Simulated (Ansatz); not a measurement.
# SrScSiH (built on the sites of a database entry of SrAlSiH): the cell at rest

Task: relax SrScSiH (built on the sites of a database entry of SrAlSiH) tightly.

Main program and level: Ansatz 0.2.0; DFT LDA, scalar-relativistic, plane waves, PAW.

The structure was built from a prototype and need not be the compound's stable phase.

## 1. Set-up

The structure is trigonal, space group P3m1 (No. 156). Conventional cell: a = 4.533 Å, b = 4.533 Å, c = 5.321 Å, α = 90.00°, β = 90.00°, γ = 120.00°. Sr has 3 H at 2.68 Å and 3 Si at 3.53 Å nearest. Nearest to Sc lie 1 H at 1.88 Å and 3 Si at 2.66 Å. Nearest to Si lie 3 Sc at 2.66 Å and 3 Sr at 3.53 Å and 3 H at 3.54 Å. Nearest to H lie 1 Sc at 1.88 Å and 3 Sr at 2.68 Å. Farther neighbours are not listed.

Coordinates:

```cif
data_structure
_symmetry_space_group_name_H-M 'P3m1'
_symmetry_Int_Tables_number 156
_cell_length_a 4.5329
_cell_length_b 4.5329
_cell_length_c 5.3211
_cell_angle_alpha 90.000
_cell_angle_beta 90.000
_cell_angle_gamma 120.000
_cell_volume 94.69
loop_
_atom_site_label
_atom_site_type_symbol
_atom_site_symmetry_multiplicity
_atom_site_Wyckoff_symbol
_atom_site_fract_x
_atom_site_fract_y
_atom_site_fract_z
_atom_site_occupancy
Sr1 Sr 1 a 0.00000 0.00000 0.00018 1
Sc1 Sc 1 c 0.66667 0.33333 0.46043 1
Si1 Si 1 b 0.33333 0.66667 0.55473 1
H1 H 1 c 0.66667 0.33333 0.10765 1
```

## 2. Probe on a coarse mesh

First a cheap look: the gap decides the mesh and the occupations, the pressure tells how far the cell has to move.

The input, input.yaml:

```yaml
crystal:
  lattice:
    - [4.53293, 0.0, 0.0]
    - [-2.26646, 3.92563, 0.0]
    - [0.0, 0.0, 5.3211]
  atoms:
    - { symbol: Sr, position: [0.0, 0.0, 0.000185] }
    - { symbol: Sc, position: [0.66666667, 0.33333333, 0.460426] }
    - { symbol: Si, position: [0.33333333, 0.66666667, 0.554735] }
    - { symbol: H, position: [0.66666667, 0.33333333, 0.107654] }
kpoints:
  mp_grid: { grid: [6, 6, 4] }
hamiltonian:
  xc: lda
scf:
  occupations: { method: gaussian, width: 0.1 }
output:
  forces: true
  stress: true
  eigenvalues: true
```

Started as:

```bash
ansatz run input.yaml --threads 8 --pin off --max-ram 14336MiB --backend cpu --events-out ev --progress --plain --runs-dir out
```

Numbers of over 12 decimals in the logs are rounded to 6 here.

What it wrote:

```text
Engine: ansatz 0.2.0, aarch64-unknown-linux-gnu
Pseudopotentials: kind: paw
Pseudopotential: Sr, paw, valence charge 10, recommended cutoff 420 eV (normal), Sr.paw.azcp
Pseudopotential: Sc, paw, valence charge 11, recommended cutoff 420 eV (normal), Sc.paw.azcp
Pseudopotential: Si, paw, valence charge 4, recommended cutoff 420 eV (normal), Si.paw.azcp
[...]
P = ⅓ Tr σ = -4.1620 GPa (-41.620 kbar)
--- Band table (eV; the first three rows and the last of 24) ---
  k-point 0: bands = [... 9 lower, 2.0310, 5.2814, 5.2814, 5.3434, 7.5320, 7.5320, 8.4589, 8.6138]
  k-point 1: bands = [... 9 lower, 1.7719, 5.1951, 5.2555, 5.2555, 7.3098, 7.3098, 8.7132, 8.8462]
  k-point 2: bands = [... 9 lower, 1.4351, 5.1686, 5.2353, 5.2353, 7.0874, 7.0874, 8.7394, 9.5967]
  k-point 23: bands = [... 9 lower, 2.3554, 4.3346, 4.8118, 4.9043, 6.3592, 7.3817, 7.5090, 7.9903]
[key lines of the parts left out:]
SCF converged after 7 iterations
Free energy (F): -6159.158527 eV
Fermi energy:    6.117370 eV
```

Run time: 0.84 s. Hardware: 8 threads of Arm Neoverse V1, shared host; peak memory 0.39 GiB.

A gap read on the k-mesh alone can miss the band edges.

This step gave:

- pressure: -4.162 GPa
- volume per atom: 23.67 Å³
- gap on the k-mesh: 0.4946 eV
- direct gap on mesh: 0.8619 eV

The coarse mesh shows a gap of 0.49 eV and a pressure of -4.2 GPa.

## 3. Coarse relaxation

The start is far from rest, so a relaxation with loose tolerances brings it close first.

input.yaml: that of step 2 with these lines changed.

```diff
@@ -20 +20,6 @@
   eigenvalues: true
+relax:
+  adjacent_minimum: "off"
+  f_tol: 0.05
+  max_steps: 80
+  cell: { stress_tol: 0.5 }
```

What it wrote:

```text
[...]
Crystal: 4 atoms, lattice volume = 94.687 Å³
Basis set: ecut = 420 eV, 1859 PW (Γ)
Bands: 17, of which v1, the nominal top of the filled ones, is band 13 counted from 1 (12 counted from 0)
Symmetry: 6 space group operations
[...]
k-points: 24 of 144 (time reversal used)
[...]
cell:  # Å, volume = 76.9807 Å³
    - [4.520635, -2.8789226074785504e-6, 1.5536552095045585e-17]
    - [-2.260315, 3.914987, -3.119092092670848e-17]
    - [1.8237979051010076e-17, -3.174885076853351e-17, 4.349629]
  atoms:
    - { symbol: Sr, position: [-6.47630098387325e-17, 2.908562274244422e-17, 0.030802] }
    - { symbol: Sc, position: [0.666667, 0.333333, 0.530489] }
    - { symbol: Si, position: [0.333333, 0.666667, 0.531824] }
    - { symbol: H, position: [0.666667, 0.333333, 0.029885] }
[key lines of the parts left out:]
SCF converged after 4 iterations
Free energy (F): -6159.681532 eV
Fermi energy:    8.459499 eV
P = ⅓ Tr σ = 0.3123 GPa (3.123 kbar)
```

The job ended after 7.4 s (8 threads; peak memory 0.51 GiB; 47 s of CPU time).

The steps of the relaxation:

| step | energy less that of the first step (eV) | largest force component (eV/Å) | pressure (GPa) | volume (Å³) |
| --- | --- | --- | --- | --- |
| 1 | 0.0000 | 1.0205 | -4.16 | 94.69 |
| 2 | -0.1863 | 0.8001 | 0.23 | 84.91 |
| 3 | -0.3060 | 0.3123 | 0.22 | 81.87 |
| 4 | -0.3467 | 0.4963 | 0.29 | 80.34 |
| 5 | -0.4305 | 0.6269 | 0.23 | 78.30 |
| 6 | -0.4870 | 0.2293 | -0.49 | 77.10 |
| 7 | -0.5244 | 0.0104 | 0.33 | 76.98 |
| 8* | -0.5230 | 0.0105 | 0.31 | 76.98 |

Relaxation steps marked * repeat the geometry before them on a plane-wave basis chosen anew for their cell, so energy and pressure can jump there.

The run keeps the 6 symmetry operations that it works with, so distortions that break them were not tested.

| cell as run | before | after | change |
| --- | --- | --- | --- |
| a (Å) | 4.533 | 4.521 | -0.3 % |
| b (Å) | 4.533 | 4.521 | -0.3 % |
| c (Å) | 5.321 | 4.350 | -18.3 % |
| volume (Å³/atom) | 23.67 | 19.25 | -18.7 % |

The atoms that moved most (Å, as changes of fractional coordinates times the final cell):

| atom | dx | dy | dz | length |
| --- | --- | --- | --- | --- |
| H4 | 0.000 | 0.000 | -0.338 | 0.338 |
| Sc2 | 0.000 | 0.000 | 0.305 | 0.305 |
| Sr1 | 0.000 | 0.000 | 0.133 | 0.133 |
| Si3 | 0.000 | 0.000 | -0.100 | 0.100 |

The relaxed structure:

```xyz
4
Lattice="4.5206 0.0000 0.0000 -2.2603 3.9150 0.0000 0.0000 0.0000 4.3496" Properties=species:S:1:pos:R:3 pbc="T T T"
Sr    0.0000    0.0000    0.1340
Sc    2.2603    1.3050    2.3074
Si    0.0000    2.6100    2.3132
H     2.2603    1.3050    0.1300
```

This step gave:

| Quantity | Value |
| --- | --- |
| pressure | 0.3123 GPa |
| volume per atom | 19.25 Å³ |
| gap on the k-mesh | 0 eV |

In this step the volume went from 23.67 to 19.25 Å³/atom.

## 4. Relaxation

The cell and atoms are relaxed, since residual forces and stress would shift the frequencies.

The input, input.yaml:

```yaml
crystal:
  lattice:
    - [4.5206354406, -2.8789e-06, 0.0]
    - [-2.2603152271, 3.9149865723, 0.0]
    - [0.0, 0.0, 4.349629466]
  atoms:
    - { symbol: Sr, position: [0.0, 0.0, 0.0308015679] }
    - { symbol: Sc, position: [0.6666666667, 0.3333333333, 0.5304890811] }
    - { symbol: Si, position: [0.3333333333, 0.6666666667, 0.5318239012] }
    - { symbol: H, position: [0.6666666667, 0.3333333333, 0.0298854498] }
kpoints:
  mp_grid: { grid: [12, 12, 10] }
hamiltonian:
  xc: lda
scf:
  occupations: { method: gaussian, width: 0.1 }
output:
  forces: true
  stress: true
  eigenvalues: true
relax:
  adjacent_minimum: "off"
  f_tol: 0.005
  max_steps: 80
  cell: { stress_tol: 0.05 }
```

What it wrote:

```text
[...]
Crystal: 4 atoms, lattice volume = 76.981 Å³
Basis set: ecut = 420 eV, 1521 PW (Γ)
Bands: 17, of which v1, the nominal top of the filled ones, is band 13 counted from 1 (12 counted from 0)
Symmetry: 6 space group operations
[...]
k-points: 162 of 1440 (time reversal used)
[...]
SCF iter   1: F=—  HF=-6159.698561 eV  |F-HF|=—  |Δ(HF+E_count)|=         —  Δρ=7.28e-3  dr2=3.38e-2  ethr=1.77e-3  ⟨swp⟩=6.9  Hψ=17818  notcnv=0
[...]
SCF iter   7: F=-6159.687952 eV  HF=-6159.687952 eV  |F-HF|=7.36e-9  |Δ(HF+E_count)|=   3.28e-8  Δρ=3.84e-6  dr2=1.64e-8  ethr=3.85e-10  ⟨swp⟩=6.8  Hψ=14117  notcnv=0
SCF 1 converged in 7 iterations: F = -6159.687952 eV  dr2 = 1.64e-8
[...]
relax step   1: F+E_penalty+E_count = -6159.68795243 eV  Δ(F+E_penalty+E_count) = +0.000e0 eV  max|allowed force component| = 1.046e-2 eV/Å  Δτ_max = 0.0000 Å  P = +0.282 GPa  Ω = 76.981 Å³  (7 SCF iters, dr2 threshold 1.00e-7 eV, accepted)
Crystal: 4 atoms, lattice volume = 77.650 Å³
Basis set: ecut = 420 eV, 1533 PW (Γ)
[...]
SCF iter   5: F=-6159.687914 eV  HF=-6159.687914 eV  |F-HF|=3.04e-8  |Δ(HF+E_count)|=   2.30e-7  Δρ=7.72e-6  dr2=7.63e-8  ethr=9.05e-10  ⟨swp⟩=6.3  Hψ=13910  notcnv=0
SCF 2 converged in 5 iterations: F = -6159.687914 eV  dr2 = 7.63e-8
relax step   2: F+E_penalty+E_count = -6159.68791383 eV  Δ(F+E_penalty+E_count) = +3.860e-5 eV  max|allowed force component| = 7.627e-3 eV/Å  Δτ_max = 0.0073 Å  P = -0.230 GPa  Ω = 77.650 Å³  energy of the carried Pulay correction = -1.462e-4 eV  (5 SCF iters, dr2 threshold 2.35e-7 eV, accepted)
Crystal: 4 atoms, lattice volume = 77.371 Å³
[...]
SCF iter   5: F=-6159.687828 eV  HF=-6159.687828 eV  |F-HF|=4.19e-8  |Δ(HF+E_count)|=   1.33e-7  Δρ=7.55e-6  dr2=6.38e-8  ethr=5.11e-10  ⟨swp⟩=3.7  Hψ=12897  notcnv=0
SCF 3 converged in 5 iterations: F = -6159.687828 eV  dr2 = 6.38e-8
relax step   3: F+E_penalty+E_count = -6159.68782808 eV  Δ(F+E_penalty+E_count) = +8.575e-5 eV  max|allowed force component| = 6.020e-2 eV/Å  Δτ_max = 0.0107 Å  P = -0.021 GPa  Ω = 77.371 Å³  energy of the carried Pulay correction = -8.542e-5 eV  (5 SCF iters, dr2 threshold 1.33e-7 eV, rejected (line search))
[...]
relax step   4: F+E_penalty+E_count = -6159.68817862 eV  Δ(F+E_penalty+E_count) = -2.648e-4 eV  max|allowed force component| = 3.566e-3 eV/Å  Δτ_max = 0.0011 Å  P = -0.060 GPa  Ω = 77.426 Å³  energy of the carried Pulay correction = -9.740e-5 eV  (8 SCF iters, accepted)
[...]
relax step   5: F+E_penalty+E_count = -6159.68822230 eV  Δ(F+E_penalty+E_count) = -4.368e-5 eV  max|allowed force component| = 1.894e-4 eV/Å  Δτ_max = 0.0014 Å  P = -0.002 GPa  Ω = 77.339 Å³  energy of the carried Pulay correction = -7.847e-5 eV  (4 SCF iters, dr2 threshold 1.50e-8 eV, accepted)
[...]
SCF iter   1: F=—  HF=-6159.688302 eV  |F-HF|=—  |Δ(HF+E_count)|=         —  Δρ=2.48e-5  dr2=1.87e-8  ethr=2.09e-7  ⟨swp⟩=3.8  Hψ=26284  notcnv=0
eigensolver tolerance schedule: the retry pair's looser diagonalisation over-reported the residual by 2904.86 of it (diagonalisation noise at 0.24 of the residual, at the tolerance the schedule requests for it); recorded, not acted on — ethr = c·dr2/N_el stays at c = 1.0e-1
SCF iter   2: F=—  HF=-6159.688303 eV  |F-HF|=—  |Δ(HF+E_count)|=   4.65e-7  Δρ=1.26e-5  dr2=6.60e-9  ethr=7.18e-11  ⟨swp⟩=3.3  Hψ=5977  notcnv=0
[...]
SCF iter   5: F=-6159.688303 eV  HF=-6159.688303 eV  |F-HF|=2.00e-11  |Δ(HF+E_count)|=  1.46e-11  Δρ=1.77e-7  dr2=3.23e-11  ethr=1.00e-12  ⟨swp⟩=5.5  Hψ=11494  notcnv=0
SCF 6 converged in 5 iterations: F = -6159.688303 eV  dr2 = 3.23e-11
relax step   6: F+E_penalty+E_count = -6159.68830306 eV  Δ(F+E_penalty+E_count) = -8.076e-5 eV  max|allowed force component| = 1.855e-4 eV/Å  Δτ_max = 0.0000 Å  P = -0.001 GPa  Ω = 77.339 Å³  stress off target by 2.59e-3 GPa  SCF on the basis re-selected at this cell (its energy is not comparable with the rows above)  (5 SCF iters)
basis re-selected at this cell: Δ(F+E_penalty+E_count) = -8.076e-5 eV, ΔP = +0.001 GPa vs the last step (what re-selecting the basis moved, of the pressure what is left beyond the Pulay correction that the steps carried, after the strain that the cell walked since its last selection, with what the two solves' SCF thresholds leave and, on support functions, any second-order correction that the steps lacked; it is no m [...]
SCF converged after 5 iterations
Free energy (F): -6159.688303 eV
[...]
Internal energy: -6159.686134 eV  (E = F + TS)
E sigma→0 (E₀):  -6159.687219 eV
Entropy (-TS):   -0.002169 eV (-0.542 meV/atom)
Fermi energy:    8.363534 eV
[...]
--- Forces (eV/Å), atoms counted from 1 ---
  atom   1  Sr    -0.00000000    -0.00000000    -0.00003768
  atom   2  Sc     0.00000000     0.00000000     0.00005293
  atom   3  Si    -0.00000000    -0.00000000     0.00017109
  atom   4  H     -0.00000000    -0.00000000    -0.00018520
  max |Σ_I F_I| component: 1.14e-6 eV/Å
--- Stress (GPa, compression-positive) ---
       -0.002587       0.000000      -0.000000
        0.000000      -0.002587       0.000000
        0.000000       0.000000       0.001166
  P = ⅓ Tr σ = -0.0013 GPa (-0.013 kbar)
--- Band table (eV; the first three rows and the last of 162) ---
  k-point 0: bands = [... 9 lower, 3.7273, 6.6679, 6.6679, 8.6922, 9.5295, 9.5295, 9.8072, 10.4038]
  k-point 1: bands = [... 9 lower, 3.7240, 6.6607, 6.6607, 8.5189, 9.4144, 9.4144, 9.9540, 10.4423]
  k-point 2: bands = [... 9 lower, 3.6818, 6.6449, 6.6449, 8.2195, 9.1211, 9.1211, 10.3409, 10.6077]
  k-point 161: bands = [... 9 lower, 4.4876, 5.7510, 6.3895, 7.1735, 8.1007, 9.0702, 9.7755, 9.9628]
--- Relaxed structure (5 steps of the walk, 4 accepted, 1 SCFs on fresh bases) ---
[...]
cell:  # Å, volume = 77.3392 Å³
    - [4.527073, -2.8829992478955896e-6, 0]
    - [-2.263534, 3.920562, 0]
    - [0, 0, 4.357469]
  atoms:
    - { symbol: Sr, position: [-3.238150488543894e-17, -1.850371707600889e-17, 0.030751] }
    - { symbol: Sc, position: [0.666667, 0.333333, 0.530753] }
    - { symbol: Si, position: [0.333333, 0.666667, 0.530731] }
    - { symbol: H, position: [0.666667, 0.333333, 0.030765] }
```

It took 24 s on 8 threads; peak memory 0.67 GiB.

Relaxation path:

| step | energy less that of the first step (eV) | largest force component (eV/Å) | pressure (GPa) | volume (Å³) |
| --- | --- | --- | --- | --- |
| 1 | 0.0000 | 0.0105 | 0.28 | 76.98 |
| 2 | 0.0000 | 0.0076 | -0.23 | 77.65 |
| 3 | 0.0001 | 0.0602 | -0.02 | 77.37 |
| 4 | -0.0002 | 0.0036 | -0.06 | 77.43 |
| 5 | -0.0003 | 0.0002 | 0.00 | 77.34 |
| 6* | -0.0004 | 0.0002 | 0.00 | 77.34 |

Relaxation steps marked * repeat the geometry before them on a plane-wave basis chosen anew for their cell, so energy and pressure can jump there. Relaxation step 3 was tried and not accepted.

Forces are held to the 6 operations that the run works with; a distortion that breaks them can't arise in this run.

| cell as run | before | after | change |
| --- | --- | --- | --- |
| a (Å) | 4.521 | 4.527 | +0.1 % |
| b (Å) | 4.521 | 4.527 | +0.1 % |
| c (Å) | 4.350 | 4.357 | +0.2 % |
| volume (Å³/atom) | 19.25 | 19.33 | +0.5 % |

Final coordinates:

```xyz
4
Lattice="4.5271 0.0000 0.0000 -2.2635 3.9206 0.0000 0.0000 0.0000 4.3575" Properties=species:S:1:pos:R:3 pbc="T T T"
Sr    0.0000    0.0000    0.1340
Sc    2.2635    1.3069    2.3127
Si    0.0000    2.6137    2.3126
H     2.2635    1.3069    0.1341
```

Numbers from this step:

```yaml
pressure: -0.001336 GPa
volume_per_atom: 19.33 Å³
```

In this step the volume went from 19.25 to 19.33 Å³/atom.

## 5. Tight relaxation

Phonons need a cell at rest on their own settings, so the relaxation is repeated with tight tolerances on forces and stress, using the mesh and the filling of the phonon run that follows.

The input, input.yaml:

```yaml
crystal:
  lattice:
    - [4.527072831, -2.883e-06, 0.0]
    - [-2.2635339187, 3.9205615179, 0.0]
    - [0.0, 0.0, 4.35746918]
  atoms:
    - { symbol: Sr, position: [0.0, 0.0, 0.0307507579] }
    - { symbol: Sc, position: [0.6666666667, 0.3333333333, 0.5307530031] }
    - { symbol: Si, position: [0.3333333333, 0.6666666667, 0.5307314506] }
    - { symbol: H, position: [0.6666666667, 0.3333333333, 0.0307647885] }
kpoints:
  mp_grid: { grid: [12, 12, 12] }
hamiltonian:
  xc: lda
scf:
  occupations: { method: methfessel_paxton, width: 0.2 }
output:
  forces: true
  stress: true
  eigenvalues: true
  write_density: true
  write_potential: true
  elf: true
  volumetric_format: npy
relax:
  adjacent_minimum: "off"
  f_tol: 0.001
  max_steps: 60
  cell: { stress_tol: 0.01 }
```

What it wrote:

```text
[...]
Crystal: 4 atoms, lattice volume = 77.339 Å³
Basis set: ecut = 420 eV, 1521 PW (Γ)
Bands: 17, of which v1, the nominal top of the filled ones, is band 13 counted from 1 (12 counted from 0)
Symmetry: 6 space group operations
[...]
k-points: 193 of 1728 (time reversal used)
[...]
cell:  # Å, volume = 77.3635 Å³
    - [4.525813, -2.882226151353168e-6, 0]
    - [-2.262904, 3.919471, 0]
    - [0, 0, 4.361259]
  atoms:
    - { symbol: Sr, position: [-3.23814765379743e-17, -1.850371707598804e-17, 0.030750] }
    - { symbol: Sc, position: [0.666667, 0.333333, 0.530751] }
    - { symbol: Si, position: [0.333333, 0.666667, 0.530751] }
    - { symbol: H, position: [0.666667, 0.333333, 0.030749] }
[key lines of the parts left out:]
SCF converged after 5 iterations
Free energy (F): -6159.686809 eV
Fermi energy:    8.373725 eV
P = ⅓ Tr σ = -0.0002 GPa (-0.002 kbar)
```

The job ended after 24 s (8 threads; peak memory 0.71 GiB).

Little changed from the start: no atom moved by 0.005 Å and no cell edge by 0.1 %.

Numbers from this step:

```yaml
pressure: -2.16e-4 GPa
volume_per_atom: 19.34 Å³
```

Electrostatic potential energy in the ac plane at fractional y = 0.333, with atoms of Sc and H within 0.2 Å of it. With pseudopotentials it is smooth inside the atoms' cores, unlike the true potential.

Ten even steps from '_' (-47 eV) to '@' (10 eV), each cell a mean:
```
@@@@@@@@@@@@@@@@@@##%%@@@@@@
@@@@@@@@@@@@@@@@@@@@@@@@@@@@
@@@@@@@@@@@@@@@@%%%%%%@@@@@@
@@@@@@@@@@@@@@##**++++##%%@@
@@@@@@@@@@@@%%**::__..++##@@
@@@@@@@@@@@@##==______--##@@
@@@@@@@@@@@@##==______--##@@
@@@@@@@@@@@@%%**==::--**%%@@
@@@@@@@@@@@@@@%%##**##%%@@@@
@@@@@@@@@@@@@@@@@@@@@@@@@@@@
@@@@@@@@@@@@@@@@@@@@@@@@@@@@
@@@@@@@@@@@@@@@@%%++##@@@@@@
@@@@@@@@@@@@@@@@**..==@@@@@@
```
Columns run along a (4.5 Å; values clipped at the 3rd and 97th percentile), rows up along c (4.4 Å). Atoms in or near the plane, at fractional coordinates: Sc at (0.67, 0.53), H at (0.67, 0.03).

ELF in the ac plane at fractional y = 0.333, with atoms of Sc and H within 0.2 Å of it. It is the smooth field of the valence electrons, not physical close to the nuclei.

Ten even steps from '0' (0.60 × 1e-1) to '9' (9.98 × 1e-1), each cell a mean:
```
00000027999840
00000013566410
22222100010001
56665201454101
57776214666511
57876215513621
57876215634621
57776203666401
44544200232001
11111101111101
00000025888620
00000038999940
00000038999950
```
Columns run along a (4.5 Å), rows up along c (4.4 Å). Atoms in or near the plane, at fractional coordinates: Sc at (0.67, 0.53), H at (0.67, 0.03).

Valence density in the ac plane at fractional y = 0.333, with atoms of Sc and H within 0.2 Å of it. It is the smooth field of the valence electrons, not physical close to the nuclei.

Ten steps, logarithmic in the rise over the least value, from '_' (0.1 e/Å³) to '@' (7.1 e/Å³), each cell a mean:
```
____..________::--====::..__
______________..::::::..____
______________..::::::..____
..............--++**++--....
..::::::....--++%%@@%%**--..
::::::::::::--##@@@@@@%%==::
::::::::::::--**@@@@@@##==::
............::==##%%##++::..
..........__..::==++==::..__
______________..::::::..____
______________..::----::____
____..________::==++==::..__
____....____..::==**++--..__
```
Columns run along a (4.5 Å), rows up along c (4.4 Å). Atoms in or near the plane, at fractional coordinates: Sc at (0.67, 0.53), H at (0.67, 0.03).

The largest force component left is 0.024 meV/Å and the pressure is 0.000 GPa, within the tolerances set. The cell now holds 19.34 Å³/atom. Within 0.01 Å the structure now has space group P-6m2, not the P3m1 of the start.

## 6. Summary of results

```json
{
  "space group after relaxation (within 0.01 Å)": "P-6m2",
  "lattice constant a": "4.526 Å",
  "lattice constant b": "4.526 Å",
  "lattice constant c": "4.361 Å",
  "volume per atom": "19.3 Å³"
}
```

What this shows: The largest force component left is 0.024 meV/Å and the pressure is 0.000 GPa, within the tolerances set. The cell now holds 19.34 Å³/atom. Within 0.01 Å the structure now has space group P-6m2, not the P3m1 of the start. The relaxation keeps the symmetry of its start, so it says nothing on stability against lower symmetry. The relaxed cell left the space group of the starting entry, even within 0.1 Å, so it may not be the phase that the entry, or a measurement on it, describes. The starting cell was built on a prototype and not taken from a measurement, so the phase need not exist.

[Logs are printed without paths, hosts, clocks, repeated set-up lines and the standing remarks that a program may print on its own settings, such as how far it seeks lower states.]

[Hosts, paths, dates, database ids (printed as entryN), source tags and the programs' standing remarks are cut or masked in the printed files.]
